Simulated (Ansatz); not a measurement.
# CeBeSn3: relaxing a made-up structure, part 2 of 2

This structure for CeBeSn3 is made up. Its elements were placed in a known structure type with a cell scaled to their sizes. What cell does the guess relax to, and how far off was it?

Ansatz 0.2.0; DFT, PBE, plane-wave PAW, default files, scalar-relativistic, ferromagnetic start, cell and ions relaxed at zero pressure (the session's first sound run).

So far: Starting point; Relaxation of the guess. The relaxed cell has a = 4.790, c = 10.617 Å (conventional setting).

In doubt: a part-filled 4f shell, where there is one, can sit in one of many states, so energies may not be the lowest and differences between runs may mislead; derivatives with an open 4f shell can jump between states, which bears on forces and vibrations.

**3. Bands of the relaxed cell**

A second self-consistent run takes a narrower smearing and the mesh shown in its input; the bands follow along the standard path of the relaxed lattice.

This step: DFT, PBE, plane-wave PAW, default files, scalar-relativistic, ferromagnetic start, bands and density of states at the relaxed cell (Ansatz 0.2.0).

Contents of input.yaml:

```yaml
crystal:
  lattice:
    - [-2.3949150023, 2.3949150023, 5.3083374464]
    - [2.3949150023, -2.3949150023, 5.3083374464]
    - [2.3949150023, 2.3949150023, -5.3083374464]
  atoms:
    - { symbol: Ce, position: [0.3237305155, 0.3237305155, 0.0], spin: 0.9 }
    - { symbol: Sn, position: [0.0902017444, 0.5902017444, 0.5] }
    - { symbol: Sn, position: [0.5902017444, 0.0902017444, 0.5] }
    - { symbol: Sn, position: [0.7877872405, 0.7877872405, 0.0] }
    - { symbol: Be, position: [0.0187787553, 0.0187787553, 0.0] }
magnetization:
  spin_polarized: true
kpoints:
  mp_grid: { grid: [10, 10, 10] }
  band_path:
    path:
      - [[0.0, 0.0, 0.0], [0.0, 0.0, 0.5], [-0.10177314, 0.10177314, 0.5], [-0.30088657, 0.30088657, 0.30088657], [0.0, 0.0, 0.0], [0.5, 0.5, -0.5], [0.30088657, 0.69911343, -0.30088657], [0.0, 0.5, 0.0], [0.25, 0.25, 0.25], [0.5, 0.5, -0.10177314], [0.5, 0.5, -0.5]]
      - [[0.0, 0.0, 0.5], [0.25, 0.25, 0.25]]
    npoints: 7
scf:
  occupations: { method: fermi_dirac, width: 0.03 }
  n_extra_bands: 10
hamiltonian:
  xc: pbe
  pseudopotentials: { kind: paw }
output:
  forces: true
  stress: true
  write_bands: true
  dos: { projected: true }
  write_density: true
  write_potential: true
  elf: true
  volumetric_format: npy
```

On the command line:

```sh
$ ansatz run input.yaml --threads 4 --pin off --max-ram 10240MiB --backend cpu --events-out ev --progress --plain --runs-dir out
```

Numbers of over 12 decimals in the logs are rounded to 6 here.

Log:

```text
Warning: where an SCF of this run starts from atoms to list the orders of its open shells, Ce (site 0, from 0) starts with 0.97 μB on its 4f shell, in the place of the 0.90 μB that the deck gives it: an open f shell starts with all that it can hold by Hund's first rule. To start from spheres of the given moment, type scf.initial_density.shell_occupations: []
Ce: projections on atomic orbitals take those of the free atom [Kr 4d10] 4f1 5s2 5p6 5d1 6s2, of charge +0.00 (hamiltonian.pseudopotentials.projection_atoms); the dataset's partial waves leave at most 1.4e-5 of an orbital's norm unspanned inside its sphere
[...]
Crystal: 5 atoms, lattice volume = 121.786 Å³
Basis set: ecut = 420 eV, 2397 PW (Γ), exchange–correlation on 90×90×90 points (8 copies of the dense FFT grid, shifted against one another)
Bands: 38, of which v1, the nominal top of the filled ones, is band 28 counted from 1 (27 counted from 0)
Symmetry: 8 space group operations
[...]
k-points: 102 of 1000 (time reversal used)
[...]
Starting moments: Σ|m| = 0.9 μB on 1 of 5 sites
[...]
SCF iter   1: F=—  HF=-24742.718651 eV  |F-HF|=—  |Δ(HF+E_count)|=         —  Δρ=4.95e-2 (↑4.35e-2 ↓4.95e-2)  dr2=6.02e0  dr2_m=2.63e-1  M=0.476 μB ∫|m|=0.504 μB  β_m=0.30  ethr=3.10e-3  ⟨swp⟩=6.4  Hψ=33653  notcnv=0
[...]
SCF iter  12: F=-24741.556183 eV  HF=-24741.556183 eV  |F-HF|=2.89e-9  |Δ(HF+E_count)|=  3.57e-10  Δρ=1.49e-6 (↑1.49e-6 ↓3.86e-7)  dr2=3.25e-9  dr2_m=7.43e-10  M=1.029 μB ∫|m|=1.080 μB  ethr=1.41e-11  ⟨swp⟩=7.9  Hψ=49389  notcnv=0
SCF 1 converged in 12 iterations: F = -24741.556183 eV  dr2 = 3.25e-9
[...]
NSCF: frozen V_eff on 79 k-points
SCF converged after 12 iterations
Magnetization: 1.0289 μB (28.5145 up, 27.4855 down)
Absolute magnetization: 1.0806 μB (∫|ρ↑−ρ↓|, with the PAW one-centre terms)
[...]
Per-site moments (μB) at R_I (Å): [(0.911707, 1.335499), (0.000253699, 1.036237), (0.000253699, 1.036237), (0.00409682, 1.011599), (-0.00623162, 1.011599)]
Free energy (F): -24741.556183 eV
[...]
Internal energy: -24741.535391 eV  (E = F + TS)
E sigma→0 (E₀):  -24741.545787 eV
Entropy (-TS):   -0.020792 eV (-4.158 meV/atom)
Fermi energy:    11.450205 eV
[...]
--- Forces (eV/Å), atoms counted from 1 ---
  atom   1  Ce    -0.00000000    -0.00000000     0.00781780
  atom   2  Sn    -0.00000000    -0.00000000     0.00165233
  atom   3  Sn     0.00000000     0.00000000     0.00165233
  atom   4  Sn    -0.00000000     0.00000000     0.00292065
  atom   5  Be    -0.00000000     0.00000000    -0.01405707
  max |Σ_I F_I| component: 1.40e-5 eV/Å
--- Stress (GPa, compression-positive) ---
       -0.047087       0.000000       0.000000
        0.000000      -0.047087       0.000000
        0.000000       0.000000       0.073920
  P = ⅓ Tr σ = -0.0068 GPa (-0.068 kbar)
--- Band table (eV; the first three rows and the last of 204) ---
  k-point 0 ↑: bands = [... 24 lower, 7.8966, 9.8477, 10.5735, 10.5735, 11.6235, 11.6235, 11.7222, 11.7427, ... 6 higher]
  k-point 1 ↑: bands = [... 24 lower, 8.8258, 9.5126, 9.9219, 10.9747, 11.5644, 11.6455, 11.7343, 11.7781, ... 6 higher]
  k-point 2 ↑: bands = [... 24 lower, 9.0029, 9.0395, 10.5017, 11.3056, 11.4342, 11.6824, 11.6925, 11.8139, ... 6 higher]
  k-point 101 ↓: bands = [... 24 lower, 10.0889, 11.1997, 11.6460, 11.7764, 11.7764, 12.2020, 12.3352, 12.3352, ... 6 higher]
```

It took 32 s on 4 threads of Intel Xeon Platinum 8488C (Sapphire Rapids), shared host; peak memory 1 GiB.

This step gave:

```yaml
free_energy: -24741.5562 eV
energy_at_zero_smearing: -24741.5458 eV
smearing_term_ts: 0.02079 eV
fermi_energy: 11.45 eV
magnetization: 1.029 μB
absolute_magnetization: 1.081 μB
site_moments: 0.9117, 2.54e-4, 2.54e-4, 0.004097, -0.006232 μB
pressure: -0.006751 GPa
```

From bands.tsv, the bands that come nearest the Fermi level along the path, at its corners, in eV from the Fermi level:

```tsv
point	band_27_up	band_28_up	band_29_up	band_30_up	band_26_dn	band_27_dn	band_28_dn	band_29_dn
Γ	-0.88	0.17	0.17	0.27	-0.72	-0.72	0.46	0.77
X	-0.02	0.02	0.18	0.23	0.12	0.16	0.70	0.74
Y	-0.05	0.02	0.18	0.22	0.08	0.15	0.70	0.70
S	-0.36	-0.05	0.12	0.15	-1.28	-0.30	0.44	0.60
Γ	-0.88	0.17	0.17	0.27	-0.72	-0.72	0.46	0.77
Z	-0.24	-0.20	0.39	0.39	0.20	0.33	0.33	0.75
S1	-0.36	-0.05	0.12	0.15	-1.28	-0.30	0.44	0.60
N	-0.73	-0.20	0.00	0.18	-0.99	-0.60	0.07	0.20
P	-0.07	-0.07	0.18	0.27	-0.54	0.63	0.63	0.77
Y1	-0.05	0.02	0.18	0.22	0.08	0.15	0.70	0.70
Z	-0.24	-0.20	0.39	0.39	0.20	0.33	0.33	0.75
X	-0.02	0.02	0.18	0.23	0.12	0.16	0.70	0.74
P	-0.07	-0.07	0.18	0.27	-0.54	0.63	0.63	0.77
```

Counts of states for the cell as run, both spins, by energy window (eV from the Fermi level):

```csv
from,to,total
-8,-7,1.67
-7,-6,1.71
-6,-5,0.42
-5,-4,0.86
-4,-3,2.40
-3,-2,2.91
-2,-1,2.07
-1,0,3.59
0,1,13.45
```

A further 40.4 states lie below the table's range.

Site moment by atom:

```tsv
atom	site moment (μB)
Ce1	0.912
Sn2	0.000
Sn3	0.000
Sn4	0.004
Be5	-0.006
```

Spin density in the ac plane of the conventional cell at fractional y = 0.000, with atoms of Ce and Sn and Be within 0.2 Å of it.

Ten even steps from '0' (0.0 e/Å³) to '9' (1.1 e/Å³), each cell a mean:
```
00000000000000
00000000000000
00000000000000
00000000000000
00000000000000
00000000000000
00000000000000
00000000000000
00000000000000
00000000000000
00000000000000
00000000000000
00000000000000
00000000000000
11000000000001
93000000000017
94000000000017
21000000000001
00000000000000
00000000000000
00000000000000
00000000000000
00000000000000
00000000000000
```
Columns run along a (4.8 Å), rows up along c (10.6 Å), edges of the conventional cell, whose origin can differ from the input's. Atoms in or near the plane, at fractional coordinates: Ce at (0.00, 0.32), Sn at (0.50, 0.09), Sn at (0.50, 0.59), Sn at (0.00, 0.79), Be at (0.00, 0.02).

Valence density in the ac plane of the conventional cell at fractional y = 0.000, with atoms of Ce and Sn and Be within 0.2 Å of it. It is the smooth field of the valence electrons, not physical close to the nuclei.

Values in e/Å³, 24 rows by 14 columns, each cell a mean:
```
 0  0  0  0  0  0  0  0  0  0  0  0  0  0
 0  0  0  0  0  0  0  0  0  0  0  0  0  0
 1  0  0  0  0  0  0  0  0  0  0  0  0  0
 3  2  1  0  0  0  0  0  0  0  0  0  1  3
12  6  1  0  0  0  0  0  0  0  0  1  3 10
11  5  1  0  0  0  0  0  0  0  0  1  3  9
 2  1  0  0  0  0  0  0  0  0  0  0  1  2
 0  0  0  0  0  0  1  1  1  0  0  0  0  0
 0  0  0  0  0  1  4  5  3  1  0  0  0  0
 0  0  0  0  1  3 11 14  7  2  0  0  0  0
 0  0  0  0  1  2  6  8  4  1  0  0  0  0
 0  0  0  0  0  1  1  1  1  0  0  0  0  0
 0  0  0  0  0  0  0  0  0  0  0  0  0  0
 1  0  0  0  0  0  0  0  0  0  0  0  0  1
 2  2  1  0  0  0  0  0  0  0  0  0  1  2
-1  2  2  0  0  0  0  0  0  0  0  1  2  1
-1  2  2  0  0  0  0  0  0  0  0  1  2  0
 2  2  1  0  0  0  0  0  0  0  0  1  1  2
 1  0  0  0  0  0  0  0  0  0  0  0  0  1
 0  0  0  0  0  0  1  1  1  0  0  0  0  0
 0  0  0  0  0  2  4  5  3  1  0  0  0  0
 0  0  0  0  1  3 11 14  7  2  0  0  0  0
 0  0  0  0  1  2  6  8  4  1  0  0  0  0
 0  0  0  0  0  1  1  1  1  0  0  0  0  0
```
Columns run along a (4.8 Å), rows up along c (10.6 Å), edges of the conventional cell, whose origin can differ from the input's. Atoms in or near the plane, at fractional coordinates: Ce at (0.00, 0.32), Sn at (0.50, 0.09), Sn at (0.50, 0.59), Sn at (0.00, 0.79), Be at (0.00, 0.02).

ELF in the ac plane of the conventional cell at fractional y = 0.000, with atoms of Ce and Sn and Be within 0.2 Å of it. It is the smooth field of the valence electrons, not physical close to the nuclei.

Ten even steps from '0' (0.00) to '9' (0.85), each cell a mean:
```
33555544555543
77643344334567
55543222234555
12344311244432
00345422354320
01345544455320
23345555555432
33444433344433
22333211233332
12233100033321
22333200133322
12344433344322
11124544543211
65311344321246
99830112101699
38951011103895
38951122103895
99831234311599
65323455432246
22234433444322
44554311234544
45653100034665
03664200135741
01565433346620
```
Columns run along a (4.8 Å), rows up along c (10.6 Å), edges of the conventional cell, whose origin can differ from the input's. Atoms in or near the plane, at fractional coordinates: Ce at (0.00, 0.32), Sn at (0.50, 0.09), Sn at (0.50, 0.59), Sn at (0.00, 0.79), Be at (0.00, 0.02).

**4. Summary of results**

| Property | Result |
| --- | --- |
| space group, relaxed | I4mm |
| conventional cell | a = 4.790, b = 4.790, c = 10.617 Å; α = 90.0°, β = 90.0°, γ = 90.0° |
| volume per atom | 24.36 Å³ (guess 23.06) |
| total moment | 1.00 μB in the cell of 5 atoms |

What this shows: CeBeSn3 relaxes to I4mm with a = 4.790, b = 4.790 and c = 10.617 Å. The guessed volume was 5 % too small. The space group I4mm was held in the relaxation, so the end point is a stationary structure within it and may be a saddle against distortions or other arrangements. The input starts from parallel moments, and no other start was typed. The f shell may be open and has no Hubbard U, so its place in energy and the volume are uncertain. The electronic state may lie above the lowest one. Bands cross the Fermi level, so it is a metal or semimetal at this level. On the 10×10×10 mesh with the narrower smearing (relaxed on 8×8×8) the largest force component is 0.014 eV/Å and the largest stress component is 0.074 GPa, against the relaxation's thresholds of 0.015 eV/Å and 0.05 GPa. The cutoff wasn't tested. Spin-orbit coupling is left out, which can matter for elements this heavy. No dispersion term is used, so weakly bound directions may come out too long. Nothing here tests whether the compound is stable against decomposition.

[Logs are printed without paths, hosts, clocks, repeated set-up lines and the standing remarks that a program may print on its own settings, such as how far it seeks lower states.]

[Hosts, paths, dates, database ids (printed as entryN), source tags and the programs' standing remarks are cut or masked in the printed files.]
